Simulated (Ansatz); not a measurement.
# Na on Pd(111): change of the work function, part 2 of 2

How does one ordered layer of Na (fcc site) change the work function of Pd(111), and what dipole does each adsorbate carry?

Ansatz 0.2.0; plane-wave DFT, PBEsol, Ansatz PAW (the session's first sound run).

So far, work function, upper face (eV): step 2 (the clean slab) 5.37; step 3 (17 atoms, coverage 0.25 ML, cell 2x2) 1.87.

## 5. The covered slab, atoms frozen

This step: plane-wave DFT, PBEsol, Ansatz PAW (Ansatz 0.2.0).

To see where the charge goes, the covered slab, the bare substrate and the adsorbate layer are each run at the same frozen positions and on the same grid.

input.yaml reads:

```yaml
crystal:
  lattice:
    - [5.5012907577, 0.0, 0.0]
    - [2.7506453788, 4.7642575498, 0.0]
    - [0.0, 0.0, 27.4717973538]
  atoms:
    - { symbol: Pd, position: [0.0, 0.0, 0.3276087066] }
    - { symbol: Pd, position: [0.1666666667, 0.1666666667, 0.409361368] }
    - { symbol: Pd, position: [0.3338828539, 0.3338828539, 0.4905523467] }
    - { symbol: Pd, position: [-0.0018644965, -0.0018644965, 0.5711654122] }
    - { symbol: Pd, position: [0.0, 0.5, 0.3276087066] }
    - { symbol: Pd, position: [0.1666666667, 0.6666666667, 0.409361368] }
    - { symbol: Pd, position: [0.3338828539, 0.8322342922, 0.4905523467] }
    - { symbol: Pd, position: [-0.0018644965, 0.5037289929, 0.5711654122] }
    - { symbol: Pd, position: [0.5, 0.0, 0.3276087066] }
    - { symbol: Pd, position: [0.6666666667, 0.1666666667, 0.409361368] }
    - { symbol: Pd, position: [0.8322342922, 0.3338828539, 0.4905523467] }
    - { symbol: Pd, position: [0.5037289929, -0.0018644965, 0.5711654122] }
    - { symbol: Pd, position: [0.5, 0.5, 0.3276087066] }
    - { symbol: Pd, position: [0.6666666667, 0.6666666667, 0.409361368] }
    - { symbol: Pd, position: [0.8333333333, 0.8333333333, 0.4895389331] }
    - { symbol: Pd, position: [0.5, 0.5, 0.5739392511] }
    - { symbol: Na, position: [0.1666666667, 0.1666666667, 0.6550166699] }
kpoints:
  mp_grid: { grid: [6, 6, 1] }
hamiltonian:
  xc: pbesol
scf:
  occupations: { method: fermi_dirac, width: 0.1 }
  convergence: { dr2_threshold: 1.0e-08 }
efield:
  axis: 3
  dipole_correction: true
  ramp_position: 0.97
  ramp_width: 0.06
output:
  write_potential: true
  write_density: true
  volumetric_format: npy
```

On the command line:

```sh
ansatz run input.yaml --threads 4 --pin off --max-ram 6144MiB --backend cpu --events-out ev --progress --plain --runs-dir out
```

Elapsed: 34 s, on 4 threads of Arm Neoverse V2, shared host; peak memory 2.8 GiB; 2.2 min of CPU time.

This step gave:

```yaml
energy_at_zero_smearing: -111977.9544 eV
work_function_upper_face: 1.874 eV
work_function_lower_face: 5.374 eV
dipole_along_the_normal: 0.5069 e·Å
step_between_the_vacuum_levels: -3.500 eV
```

The work function of the upper face is 1.87 eV.

## 6. The substrate alone

System of this step: Na/Pd(111), substrate alone, atoms held. The cell holds 16 atoms: 16 Pd. Its edges and angles: a = 5.501 Å, b = 5.501 Å, c = 27.472 Å, α = 90.0°, β = 90.0°, γ = 60.0°. Vacuum lies along c.

The second part, atoms unmoved.

Changes to input.yaml since step 5:

```diff
@@ -22,3 +22,2 @@
     - { symbol: Pd, position: [0.5, 0.5, 0.5739392511] }
-    - { symbol: Na, position: [0.1666666667, 0.1666666667, 0.6550166699] }
 kpoints:
```

Run time: 33 s. Hardware: 4 threads; peak memory 2.7 GiB; 2.2 min of CPU time.

Read from the output:

| Quantity | Value |
| --- | --- |
| energy at zero smearing | -110500.8027 eV |
| work function, upper face | 5.371 eV |
| dipole along the normal | 3.13e-4 e·Å |

The work function of the upper face is 5.37 eV.

## 7. The adsorbate layer alone

System of this step: Na/Pd(111), adsorbate layer alone, atoms held. The cell holds 1 atom: 1 Na. Its edges and angles: a = 5.501 Å, b = 5.501 Å, c = 27.472 Å, α = 90.0°, β = 90.0°, γ = 60.0°. Vacuum lies along c.

The third part; a free layer of atoms may carry a moment, so spin is on.

input.yaml, the sections that differ from step 6:

```yaml
crystal:
  lattice:
    - [5.5012907577, 0.0, 0.0]
    - [2.7506453788, 4.7642575498, 0.0]
    - [0.0, 0.0, 27.4717973538]
  atoms:
    - { symbol: Na, position: [0.1666666667, 0.1666666667, 0.6550166699], spin: 1.0 }
magnetization:
  spin_polarized: true
# kpoints, hamiltonian, scf, efield, output: as in step 6
```

Wall time 4.7 s (4 threads); peak memory 0.74 GiB; 17 s of CPU time.

Read from the output:

| Item | Value |
| --- | --- |
| energy at zero smearing | -1475.0130 eV |
| work function, upper face | 2.869 eV |
| dipole along the normal | -2.38e-6 e·Å |

At this spacing and smearing the free layer keeps no moment.

## 8. Where the charge went

This step: plane-wave DFT, PBEsol, Ansatz PAW; density difference on adsorption (Ansatz 0.2.0).

The densities of the parts are taken from that of the whole and averaged over planes; the first moment of what is left gives the step in the potential.

This step gave:

- largest charge moved: 0.01001 e/Å²
- potential step from the moved charge: -3.498 eV

The electron density difference oscillates, so the rows of the table below give means over 1 Å (shorter at the two ends). Its distinct maxima (Å: e/Å³): 13.9: 0.00172, 15.7: 0.00285, 16.7: 0.0149. Distinct minima: 13.4: -0.00114, 15.3: -0.00355, 16.0: -0.00619, 19.0: -0.00526.

Planar mean, whole system less its parts. Electron density difference against z; means over each step:

```
z (Å)  electron density difference (e/Å³)
    5                              6.1e-7
    6                              4.4e-6
    7                              1.1e-5
    8                             -3.4e-5
    9                              3.2e-5
   10                             -6.8e-5
   11                             -4.9e-5
   12                              1.0e-4
   13                             -1.1e-5
   14                              3.3e-4
   15                            -0.00222
   16                              6.3e-5
   17                              0.0112
   18                            -0.00118
   19                            -0.00481
   20                            -0.00262
   21                             -6.5e-4
   22                             -1.1e-4
   23                             -1.7e-5
   24                             -1.9e-6
   25                             -1.4e-7
```

Planar mean, whole system less its parts. The electrons moved below z by z:

```
z (Å)  electrons moved below z (e/Å²)
    5                          2.7e-7
    6                          2.2e-6
    7                          1.2e-5
    8                         -4.1e-6
    9                         -5.1e-6
   10                         -7.7e-5
   11                          8.7e-5
   12                          2.9e-5
   13                         -3.8e-5
   14                          4.3e-4
   15                         -7.6e-4
   16                        -0.00251
   17                         0.00593
   18                         0.00967
   19                         0.00544
   20                         0.00154
   21                          2.9e-4
   22                          4.4e-5
   23                          5.1e-6
   24                          1.0e-7
```

## 9. The same run with other settings: scf.occupations.method = "cold"

This step: plane-wave DFT, PBEsol, Ansatz PAW (Ansatz 0.2.0).

System of this step: Na/Pd(111). The cell holds 17 atoms: 16 Pd and 1 Na. Its edges and angles: a = 5.501 Å, b = 5.501 Å, c = 27.472 Å, α = 90.0°, β = 90.0°, γ = 60.0°. Vacuum lies along c.

A run with a changed input: it repeats the earlier run at 0.25 ML with scf.occupations.method from fermi_dirac to cold; its output block differs too.

input.yaml reads:

```yaml
crystal:
  lattice:
    - [5.5012907577, 0.0, 0.0]
    - [2.7506453788, 4.7642575497, 0.0]
    - [0.0, 0.0, 27.4717973538]
  atoms:
    - { symbol: Pd, position: [0.0, 0.0, 0.3276087066] }
    - { symbol: Pd, position: [0.1666666667, 0.1666666667, 0.409361368] }
    - { symbol: Pd, position: [0.3333333333, 0.3333333333, 0.4899729546] }
    - { symbol: Pd, position: [0.0, 0.0, 0.5711600159] }
    - { symbol: Pd, position: [0.0, 0.5, 0.3276087066] }
    - { symbol: Pd, position: [0.1666666667, 0.6666666667, 0.409361368] }
    - { symbol: Pd, position: [0.3333333333, 0.8333333333, 0.4899729546] }
    - { symbol: Pd, position: [0.0, 0.5, 0.5711600159] }
    - { symbol: Pd, position: [0.5, 0.0, 0.3276087066] }
    - { symbol: Pd, position: [0.6666666667, 0.1666666667, 0.409361368] }
    - { symbol: Pd, position: [0.8333333333, 0.3333333333, 0.4899729546] }
    - { symbol: Pd, position: [0.5, 0.0, 0.5711600159] }
    - { symbol: Pd, position: [0.5, 0.5, 0.3276087066] }
    - { symbol: Pd, position: [0.6666666667, 0.6666666667, 0.409361368] }
    - { symbol: Pd, position: [0.8333333333, 0.8333333333, 0.4899729546] }
    - { symbol: Pd, position: [0.5, 0.5, 0.5711600159] }
    - { symbol: Na, position: [0.1666666667, 0.1666666667, 0.6723912934] }
kpoints:
  mp_grid: { grid: [6, 6, 1] }
hamiltonian:
  xc: pbesol
scf:
  occupations: { method: cold, width: 0.1 }
  convergence: { dr2_threshold: 1.0e-08 }
efield:
  axis: 3
  dipole_correction: true
  ramp_position: 0.97
  ramp_width: 0.06
relax:
  f_tol: 0.02
  max_steps: 60
  constraints: [{ sites: [0, 1, 4, 5, 8, 9, 12, 13] }]
output:
  bader: true
  dos: { projected: true, e_range: [-8, 4] }
  write_potential: true
  write_density: true
  volumetric_format: npy
```

Run time: 2.9 min. Hardware: 4 threads; peak memory 3 GiB.

Relaxation path:

```
step  energy less that of the first step (eV)  largest force component (eV/Å)
   1                                   0.0000                          0.9423
   2                                  -0.1544                          0.7588
   3                                  -0.2709                          0.2444
   4                                  -0.2809                          0.1872
   5                                  -0.2864                          0.0415
   6                                  -0.2868                          0.0026
```

Forces are held to the 6 operations that the program found; a distortion that breaks them can't arise in this run.

The atoms that moved most (Å):

```
atom      dx      dy      dz  length
Na17   0.000   0.000  -0.482   0.482
Pd16   0.000   0.000   0.070   0.070
 Pd4  -0.014  -0.008  -0.005   0.017
 Pd8   0.000   0.017  -0.005   0.017
Pd12   0.014  -0.008  -0.005   0.017
 Pd3   0.005   0.003   0.014   0.015
Pd11  -0.005   0.003   0.014   0.015
 Pd7   0.000  -0.005   0.014   0.015
```

The relaxed structure:

```
Pd Na
1.0
     5.50129    0.00000    0.00000
     2.75065    4.76426    0.00000
     0.00000    0.00000   27.47180
Pd Na
16 1
Direct
  0.00000 0.00000 0.32761
  0.16667 0.16667 0.40936
  0.33391 0.33391 0.49048
  0.99825 0.99825 0.57099
  0.00000 0.50000 0.32761
  0.16667 0.66667 0.40936
  0.33391 0.83218 0.49048
  0.99825 0.50349 0.57099
  0.50000 0.00000 0.32761
  0.66667 0.16667 0.40936
  0.83218 0.33391 0.49048
  0.50349 0.99825 0.57099
  0.50000 0.50000 0.32761
  0.66667 0.66667 0.40936
  0.83333 0.83333 0.48953
  0.50000 0.50000 0.57370
  0.16667 0.16667 0.65484
```

Numbers from this step:

```
energy at zero smearing        : -111977.8988 eV
work function, upper face      : 1.930 eV
work function, lower face      : 5.454 eV
dipole along the normal        : 0.5104 e·Å
step between the vacuum levels : -3.524 eV
```

The density of states has structure finer than the step of the table below, so its rows give means over 0.5 eV. Peaks (eV: height): -3.43: 64.4, -2.59: 58.6, -2.41: 52.6, -1.56: 66.4, -1.44: 49.9, -0.27: 74.9, -0.18: 56.8.

Table of density of states by energy, zero at the Fermi level; means over each step:

```
energy (eV)  density of states (states/eV a cell)
       -7.5                                     0
       -7.0                                0.0134
       -6.5                                 0.906
       -6.0                                  1.13
       -5.5                                  2.44
       -5.0                                  14.4
       -4.5                                  31.7
       -4.0                                  25.7
       -3.5                                  24.2
       -3.0                                  26.6
       -2.5                                  41.8
       -2.0                                  31.5
       -1.5                                  32.8
       -1.0                                  34.1
       -0.5                                  32.3
        0.0                                  36.1
        0.5                                  6.81
        1.0                                  5.51
        1.5                                  5.31
```

Projected DOS per atom over height of the atomic layer and energy from the Fermi level. Layers: Pd4 Pd4 Pd4 Pd4 Na from below.

Ten even steps from '_' (0.00 states/eV) to '@' (2.78 states/eV), each cell a mean:
```
________..
________..
________..
..........
%%@@@@**__
##++++##__
@@++**%%__
##++**##__
%%====%%..
@@####@@__
**######__
==++++==__
++++==++__
++****++__
::%%@@--__
__----..__
__________
__________
__________
__________
__________
__________
```
Columns: height of the atomic layer (Å) from 9 to 18.0; rows upwards: energy from the Fermi level (eV) from -7.96 to 1.95.

```
                      quantity  this run  earlier run  difference
work function, upper face (eV)     1.930        1.873       0.058
work function, lower face (eV)     5.454        5.373       0.080
 dipole along the normal (e·Å)    0.5104       0.5071      0.0033
```

What moves beyond 0.01 in its unit (for the dipole 0.5 % and 5e-5 e·Å): work function, lower face (+0.0805 eV), work function, upper face (+0.0575 eV) and dipole along the normal (+0.00333 e·Å).

## 10. The same run with other settings: hamiltonian.dispersion = "d3bj"

This step: plane-wave DFT, PBEsol, Ansatz PAW, but for the change named below (Ansatz 0.2.0).

System of this step: Pd(111). The cell holds 4 atoms: 4 Pd. Its edges and angles: a = 2.751 Å, b = 2.751 Å, c = 24.738 Å, α = 90.0°, β = 90.0°, γ = 60.0°. Vacuum lies along c.

Another changed input: it repeats the earlier run at 0 ML with hamiltonian.dispersion to d3bj.

input.yaml reads:

```yaml
crystal:
  lattice:
    - [2.7506453788, 0.0, 0.0]
    - [1.3753226894, 2.3821287749, 0.0]
    - [0.0, 0.0, 24.7376776414]
  atoms:
    - { symbol: Pd, position: [0.0, 0.0, 0.3638174986] }
    - { symbol: Pd, position: [0.3333333333, 0.3333333333, 0.4546058329] }
    - { symbol: Pd, position: [0.6666666667, 0.6666666667, 0.5453941671] }
    - { symbol: Pd, position: [0.0, 0.0, 0.6361825014] }
kpoints:
  mp_grid: { grid: [12, 12, 1] }
hamiltonian:
  xc: pbesol
  dispersion: d3bj
scf:
  occupations: { method: fermi_dirac, width: 0.1 }
  convergence: { dr2_threshold: 1.0e-08 }
efield:
  axis: 3
  dipole_correction: true
  ramp_position: 0.97
  ramp_width: 0.06
relax:
  f_tol: 0.02
  max_steps: 60
  constraints: [{ sites: [0, 1] }]
output:
  write_potential: true
  write_density: true
  volumetric_format: npy
```

It took 11 s on 4 threads; peak memory 0.47 GiB.

Step by step:

```
step  energy less that of the first step (eV)  largest force component (eV/Å)
   1                                   0.0000                          0.2196
   2                                  -0.0123                          0.1278
   3                                  -0.0166                          0.0078
```

The run keeps the 6 symmetry operations that the program found, so distortions that break them were not tested.

The atoms that moved most (Å):

```
atom     dx     dy      dz  length
 Pd4  0.000  0.000  -0.106   0.106
 Pd3  0.000  0.000  -0.068   0.068
```

Final coordinates:

```xyz
4
Lattice="2.7506 0.0000 0.0000 1.3753 2.3821 0.0000 0.0000 0.0000 24.7377" Properties=species:S:1:pos:R:3
Pd    0.0000    0.0000    9.0000
Pd    1.3753    0.7940   11.2459
Pd    2.7506    1.5881   13.4243
Pd    0.0000    0.0000   15.6314
```

This step gave:

```yaml
energy_at_zero_smearing: -27626.9811 eV
work_function_upper_face: 5.351 eV
dipole_along_the_normal: 4.79e-4 e·Å
```

```
                      quantity  this run  earlier run  difference
work function, upper face (eV)     5.351        5.366      -0.015
 dipole along the normal (e·Å)   4.79e-4      1.95e-4      2.8e-4
```

What moves beyond 0.01 in its unit (for the dipole 0.5 % and 5e-5 e·Å): dipole along the normal (+0.000284 e·Å) and work function, upper face (-0.0154 eV).

## 11. Outcome

```json
{"work function of the clean face": "5.37 eV", "work function at 0.25 ML": "1.87 eV", "dipole per adsorbate at 0.25 ML, positive end outwards": "2.43 D", "step of the potential from the moved charge at 0.25 ML, upper less lower side, atoms held": "-3.50 eV"}
```

**Reading.** Na lowers the work function of Pd(111) at the lowest coverage, by 3.49 eV: the adsorbate layer has its positive end outwards. One coverage alone was completed, so no trend follows. The slab has 4 layers, at the tabulated experimental lattice constant, one starting site was run, and quantum-size effects of a slab this thin can reach one or two tenths of an eV.

[Long decimals in the printed logs are rounded to 6 places.]

[Logs are printed without paths, hosts, clocks, repeated set-up lines and the standing remarks that a program may print on its own settings, such as how far it seeks lower states.]

[Hosts, paths, dates, database ids (printed as entryN), source tags and the programs' standing remarks are cut or masked in the printed files.]

[Maps of the electrostatic potential energy from Ansatz leave out the sawtooth potential of an applied field or a dipole correction, so their vacuum need not be flat; planar profiles and work functions include it.]

[The density of states shown here was stored with 400 of the rows of the run's finer table, so its peaks can read low, often by over a quarter, or be missed, and its means over a window can be off by a tenth or more.]
